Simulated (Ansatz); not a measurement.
# NbTe2 monolayer (2H): from the cell to its phonons, part 2 of 3

Wanted: phonon frequencies of NbTe2 monolayer (2H) and what follows from them.

Ansatz 0.2.0; DFT PBEsol, scalar-relativistic, plane waves, PAW; PAW set soft_1.

So far. Step 2 (Bringing the structure to rest): The program solves this slab on a cell height of its own, 31.0 Å, in place of the one typed.

## 3. Relaxing to small forces for the phonons

Phonons need a cell at rest on their own settings, so the relaxation is repeated with tight tolerances on forces and stress, using the mesh and the filling of the phonon run that follows.

The input, input.yaml:

```yaml
crystal:
  lattice:
    - [3.6197089158, 0.0, 0.0]
    - [-1.8098544579, 3.1347598754, 0.0]
    - [0.0, 0.0, 31.0]
  atoms:
    - { symbol: Nb, position: [0.3333333333, 0.6666666667, 0.3225806452] }
    - { symbol: Te, position: [0.6666666667, 0.3333333333, 0.381996461] }
    - { symbol: Te, position: [0.6666666667, 0.3333333333, 0.2631648293] }
  periodic: [true, true, false]
kpoints:
  mp_grid: { grid: [18, 18, 1] }
hamiltonian:
  xc: pbesol
  pseudopotentials: { kind: paw, azcp: { folder: soft_1 }, xc_functional: pbe }
scf:
  occupations: { method: methfessel_paxton, width: 0.2 }
output:
  forces: true
  stress: true
  eigenvalues: true
  write_density: true
  write_potential: true
  elf: true
  volumetric_format: npy
relax:
  adjacent_minimum: "off"
  f_tol: 0.001
  max_steps: 60
  cell: { stress_2d_tol: 0.002 }
```

On the command line:

```
$ ansatz run input.yaml --threads 8 --pin off --max-ram 16384MiB --backend cpu --events-out ev --progress --plain --runs-dir out
```

Numbers of over 12 decimals in the logs are rounded to 6 here.

The log of the run:

```text
[...]
Crystal: 3 atoms, lattice volume = 351.754 Å³
Basis set: ecut = 420 eV, 6763 PW (Γ), exchange–correlation on 50×50×432 points (8 copies of the dense FFT grid, shifted against one another)
Bands: 27, of which v1, the nominal top of the filled ones, is band 23 counted from 1 (22 counted from 0)
Symmetry: 12 space group operations
[...]
--- Relaxed structure (4 steps of the walk, 3 accepted, 1 SCFs on fresh bases) ---
[...]
cell:  # Å, volume = 351.6192 Å³
    - [3.619013, 0, 0.0]
    - [-1.809506, 3.134157, 0.0]
    - [0.0, 0.0, 31.0]
  atoms:
    - { symbol: Nb, position: [0.333333, 0.666667, 0.322581] }
    - { symbol: Te, position: [0.666667, 0.333333, 0.382017] }
    - { symbol: Te, position: [0.666667, 0.333333, 0.263144] }
[key lines of the parts left out:]
SCF converged after 9 iterations
Free energy (F): -18299.892441 eV
Fermi energy:    -5.056709 eV
P = ½ c Tr σ = -0.0012 N/m
```

Run time: 24 s. Hardware: 8 threads of Arm Neoverse V2, shared host; peak memory 1 GiB.

Little changed from the start: no atom moved by 0.005 Å and no cell edge by 0.1 %.

Numbers from this step:

```
area per atom : 3.781 Å²
```

Electrostatic potential energy in the ac plane at fractional y = 0.333, with atoms of Te within 0.2 Å of it. With pseudopotentials it is smooth inside the atoms' cores, unlike the true potential.

Ten even steps from '_' (-28 eV) to '@' (0 eV), each cell a mean:
```
@@@@@@@@@@@@@@@@@@@@@@@@@@@@
@@@@@@@@@@@@@@@@@@@@@@@@@@@@
@@@@@@@@@@@@@@@@@@@@@@@@@@@@
@@@@@@@@@@@@@@@@@@@@@@@@@@@@
@@@@@@@@@@@@@@@@@@@@@@@@@@@@
@@@@@@@@@@@@@@@@@@@@@@@@@@@@
@@@@@@@@@@@@@@@@@@@@@@@@@@@@
@@@@@@@@@@@@@@@@@@@@@@@@@@@@
@@@@@@@@@@@@@@@@@@@@@@@@@@@@
@@@@@@@@@@@@@@@@@@@@@@@@@@@@
@@@@@@@@@@@@@@@@@@@@@@@@@@@@
@@@@@@@@@@@@@@@@@@@@@@@@@@@@
@@@@@@@@@@@@@@@@@@@@@@@@@@@@
@@@@@@@@@@@@@@@@%%%%%%%%@@@@
##%%@@@@%%++..__==++++..__==
############++==--==----==**
##**++++**######******######
##%%@@%%%%++____==****..__--
@@@@@@@@@@%%##**++====++**%%
@@@@@@@@@@@@@@@@@@@@@@@@@@@@
@@@@@@@@@@@@@@@@@@@@@@@@@@@@
@@@@@@@@@@@@@@@@@@@@@@@@@@@@
@@@@@@@@@@@@@@@@@@@@@@@@@@@@
@@@@@@@@@@@@@@@@@@@@@@@@@@@@
```
Columns run along a (3.6 Å; values clipped at the 3rd and 97th percentile), rows up along c (31.0 Å). Atoms in or near the plane, at fractional coordinates: Te at (0.67, 0.38), Te at (0.67, 0.26).

Valence density in the ac plane at fractional y = 0.333, with atoms of Te within 0.2 Å of it. It is the smooth field of the valence electrons, not physical close to the nuclei.

Ten steps, logarithmic in the rise over the least value, from '0' (0 e/Å³) to '9' (11 e/Å³), each cell a mean:
```
00000000000000
00000000000000
00000000000000
00000000000000
00000000000000
00000000000000
00000000000000
00000000000000
00000000000000
00000000000000
00000000000000
00000000000000
00000000000000
00000011122110
21112347899753
22222334566533
22332222333222
22112357999854
10001123454322
00000000000000
00000000000000
00000000000000
00000000000000
00000000000000
```
Columns run along a (3.6 Å), rows up along c (31.0 Å). Atoms in or near the plane, at fractional coordinates: Te at (0.67, 0.38), Te at (0.67, 0.26).

ELF in the ac plane at fractional y = 0.333, with atoms of Te within 0.2 Å of it. It is the smooth field of the valence electrons, not physical close to the nuclei.

Values, 24 rows by 14 columns, each cell a mean:
```
0.00 0.00 0.00 0.00 0.00 0.00 0.00 0.00 0.00 0.00 0.00 0.00 0.00 0.00
0.00 0.00 0.00 0.00 0.00 0.00 0.00 0.00 0.00 0.00 0.00 0.00 0.00 0.00
0.00 0.00 0.00 0.00 0.00 0.00 0.00 0.00 0.00 0.00 0.00 0.00 0.00 0.00
0.00 0.00 0.00 0.00 0.00 0.00 0.00 0.00 0.00 0.00 0.00 0.00 0.00 0.00
0.00 0.00 0.00 0.00 0.00 0.00 0.00 0.00 0.00 0.00 0.00 0.00 0.00 0.00
0.00 0.00 0.00 0.00 0.00 0.00 0.00 0.00 0.00 0.00 0.00 0.00 0.00 0.00
0.00 0.00 0.00 0.00 0.00 0.00 0.00 0.00 0.00 0.00 0.00 0.00 0.00 0.00
0.00 0.00 0.00 0.00 0.00 0.00 0.00 0.00 0.00 0.00 0.00 0.00 0.00 0.00
0.00 0.00 0.00 0.00 0.00 0.00 0.00 0.00 0.00 0.00 0.00 0.00 0.00 0.00
0.00 0.00 0.00 0.00 0.00 0.00 0.00 0.00 0.00 0.00 0.00 0.00 0.00 0.00
0.00 0.00 0.00 0.00 0.00 0.00 0.00 0.00 0.00 0.00 0.00 0.00 0.00 0.00
0.00 0.00 0.00 0.00 0.00 0.00 0.00 0.00 0.00 0.00 0.00 0.00 0.00 0.00
0.01 0.00 0.00 0.00 0.01 0.03 0.08 0.14 0.19 0.21 0.20 0.16 0.10 0.05
0.27 0.09 0.03 0.05 0.19 0.43 0.63 0.72 0.76 0.77 0.77 0.74 0.68 0.54
0.55 0.35 0.18 0.26 0.49 0.59 0.51 0.37 0.23 0.18 0.19 0.31 0.46 0.57
0.38 0.26 0.19 0.23 0.34 0.45 0.48 0.44 0.36 0.33 0.34 0.41 0.47 0.48
0.23 0.19 0.19 0.19 0.22 0.29 0.37 0.39 0.37 0.35 0.36 0.39 0.38 0.33
0.56 0.39 0.23 0.31 0.51 0.57 0.46 0.29 0.14 0.09 0.10 0.22 0.40 0.53
0.43 0.18 0.07 0.12 0.32 0.58 0.70 0.71 0.68 0.66 0.67 0.70 0.71 0.66
0.05 0.01 0.01 0.01 0.03 0.11 0.24 0.35 0.42 0.45 0.44 0.38 0.28 0.17
0.00 0.00 0.00 0.00 0.00 0.00 0.01 0.01 0.02 0.02 0.02 0.01 0.01 0.00
0.00 0.00 0.00 0.00 0.00 0.00 0.00 0.00 0.00 0.00 0.00 0.00 0.00 0.00
0.00 0.00 0.00 0.00 0.00 0.00 0.00 0.00 0.00 0.00 0.00 0.00 0.00 0.00
0.00 0.00 0.00 0.00 0.00 0.00 0.00 0.00 0.00 0.00 0.00 0.00 0.00 0.00
```
Columns run along a (3.6 Å), rows up along c (31.0 Å). Atoms in or near the plane, at fractional coordinates: Te at (0.67, 0.38), Te at (0.67, 0.26).

The largest force component left is 0.21 meV/Å, within the tolerances set.

## 4. Zone-centre response

The zone centre comes first: it holds the modes that light can see, as far as symmetry allows. No field response is asked, since the mesh shows no gap.

input.yaml, the sections that differ from step 3:

```yaml
crystal:
  lattice:
    - [3.61901281, 0.0, 0.0]
    - [-1.809506405, 3.1341570301, 0.0]
    - [0.0, 0.0, 31.0]
  atoms:
    - { symbol: Nb, position: [0.3333333333, 0.6666666667, 0.3225806452] }
    - { symbol: Te, position: [0.6666666667, 0.3333333333, 0.382017359] }
    - { symbol: Te, position: [0.6666666667, 0.3333333333, 0.2631439313] }
  periodic: [true, true, false]
output:
  eigenvalues: true
phonons:
  method: dfpt
# kpoints, hamiltonian, scf: as in step 3
# relax: removed
```

The log of the run:

```text
Warning: crystal.symmetry: narrowed to the stabiliser of the run's FFT grids — unitary ops 12 → 6. A phonons.method: dfpt run fills in the rows of the dynamical matrix that it does not solve by its symmetry operations, which is exact only for operations that map its FFT grids onto themselves: filled in by any other, the frequencies could depend on the order in which like atoms are typed, or, by more than the grids' own error, on where the crystal sits among the grids' points. Excluded: 6 operations. The run can therefore solve more perturbations, solve them on more k-points, or both, and cost more. [rest of the remark cut]
[...]
Crystal: 3 atoms, lattice volume = 351.619 Å³
Basis set: ecut = 420 eV, 6763 PW (Γ), exchange–correlation on 50×50×432 points (8 copies of the dense FFT grid, shifted against one another)
Bands: 27, of which v1, the nominal top of the filled ones, is band 23 counted from 1 (22 counted from 0)
Symmetry: 12 space group operations
k-points: 91 of 324 (irreducible under 2 space group operations, time reversal used)
[...]
SCF iter   1: F=—  HF=-18300.758256 eV  |F-HF|=—  |Δ(HF+E_count)|=         —  Δρ=2.36e-2  dr2=3.13e0  ethr=3.10e-3  ⟨swp⟩=15.5  Hψ=18632  notcnv=0
[...]
SCF iter  12: F=-18299.892441 eV  HF=-18299.892441 eV  |F-HF|=1.31e-10  |Δ(HF+E_count)|=  2.26e-10  S|Δr|=    0.00e0  Δρ=2.53e-8  dr2=3.99e-12  ethr=1.00e-12  ⟨swp⟩=15.8  Hψ=19784  notcnv=0
SCF 1 converged in 12 iterations: F = -18299.892441 eV  dr2 = 3.99e-12
[...]
DFPT response loops at Γ: preconditioner auto → none (partly filled bands, converged f_vac=0.747); β = 0.50; Broyden in place of MSR1
SCF converged after 12 iterations
[...]
Free energy (F): -18299.892441 eV
[...]
Internal energy: -18299.879899 eV  (E = F + TS)
E sigma→0 (E₀):  -18299.889305 eV
Entropy (-TS):   -0.012542 eV (-4.181 meV/atom)
Fermi energy:    -5.056712 eV
[...]
--- Band table (eV; the first three rows and the last of 91) ---
  k-point 0: bands = [... 19 lower, -6.2971, -5.3967, -5.3967, -4.9085, -1.8931, -1.8931, -1.6295, -1.6295]
  k-point 1: bands = [... 19 lower, -6.2640, -5.4652, -5.4098, -4.9124, -2.0428, -1.8747, -1.8345, -1.7078]
  k-point 2: bands = [... 19 lower, -6.1681, -5.6482, -5.4893, -4.9386, -2.3486, -2.3220, -1.9127, -1.6833]
  k-point 90: bands = [... 19 lower, -7.5364, -7.3219, -6.2206, -4.9053, -2.9908, -2.5042, -2.3556, -0.8897]
--- Phonons (Γ-DFPT): 6 representative perturbations + reference, on 91 of 324 k-points (Σ response iterations 29) ---
  ASR residual: 9.696e-5 → 0.000e0 eV/Å²; symmetrization residual: 5.255e-5 eV/Å²
  The last average, over the group as it would stand without the narrowing to the FFT grids, took up to 6.205e-6 eV/Å² of the zone centre's force constants
  ASR residual per site (eV/Å²): 9.70e-5 3.63e-5 4.92e-5
  Γ frequencies (cm⁻¹): 0.00 0.00 0.00 92.67 92.67 155.32 204.12 204.12 254.57
  non-analytic LO–TO correction: not included (Born effective charges unavailable; polar crystals: no LO–TO splitting at Γ)
```

It took 90 s on 8 threads; peak memory 2.9 GiB; 11 min of CPU time.

The column dr2 measures how far the density is from self-consistency, as an energy; F and HF (Harris–Foulkes) agree once it is small.

Numbers from this step:

* sum-rule residual before enforcement: 9.70e-5 eV/Å²
* point group: -6m2
* highest optical mode at the zone centre (no LO-TO term): 254.6 cm⁻¹
* lowest optical zone-centre mode: 92.67 cm⁻¹

Patterns of degenerate modes are one choice out of their space. The modes at Γ (shares of kinetic energy by element, %):

| mode | frequency (cm⁻¹) | symmetry | Nb % | Te % |
| --- | --- | --- | --- | --- |
| 1 | 0.0 | acoustic | 27 | 73 |
| 2 | 0.0 | acoustic | 27 | 73 |
| 3 | 0.0 | acoustic | 27 | 73 |
| 4 | 92.7 | E'' | 0 | 100 |
| 5 | 92.7 | E'' | 0 | 100 |
| 6 | 155.3 | A1' | 0 | 100 |
| 7 | 204.1 | E' | 73 | 27 |
| 8 | 204.1 | E' | 73 | 27 |
| 9 | 254.6 | A2'' | 73 | 27 |

Displacements in mode 5 (92.7 cm⁻¹), the largest set to 1:
```
Nb1  0.00  0.00  0.00
Te2  0.00  1.00  0.00
Te3  0.00 -1.00  0.00
```

Displacements in mode 9 (254.6 cm⁻¹), the largest set to 1:
```
Nb1  0.00  0.00  1.00
Te2  0.00  0.00 -0.36
Te3  0.00  0.00 -0.36
```

Before it was imposed, the acoustic sum rule was missed by 9.7e-5 eV/Å². Small misses are needed for a sound result but don't prove that mesh and cutoff are converged. The lowest optical mode is real, 92.7 cm⁻¹.

(Continued in part 3 of 3.)

[Logs are printed without paths, hosts, clocks, repeated set-up lines and the standing remarks that a program may print on its own settings, such as how far it seeks lower states.]

[Hosts, paths, dates, database ids (printed as entryN), source tags and the programs' standing remarks are cut or masked in the printed files.]
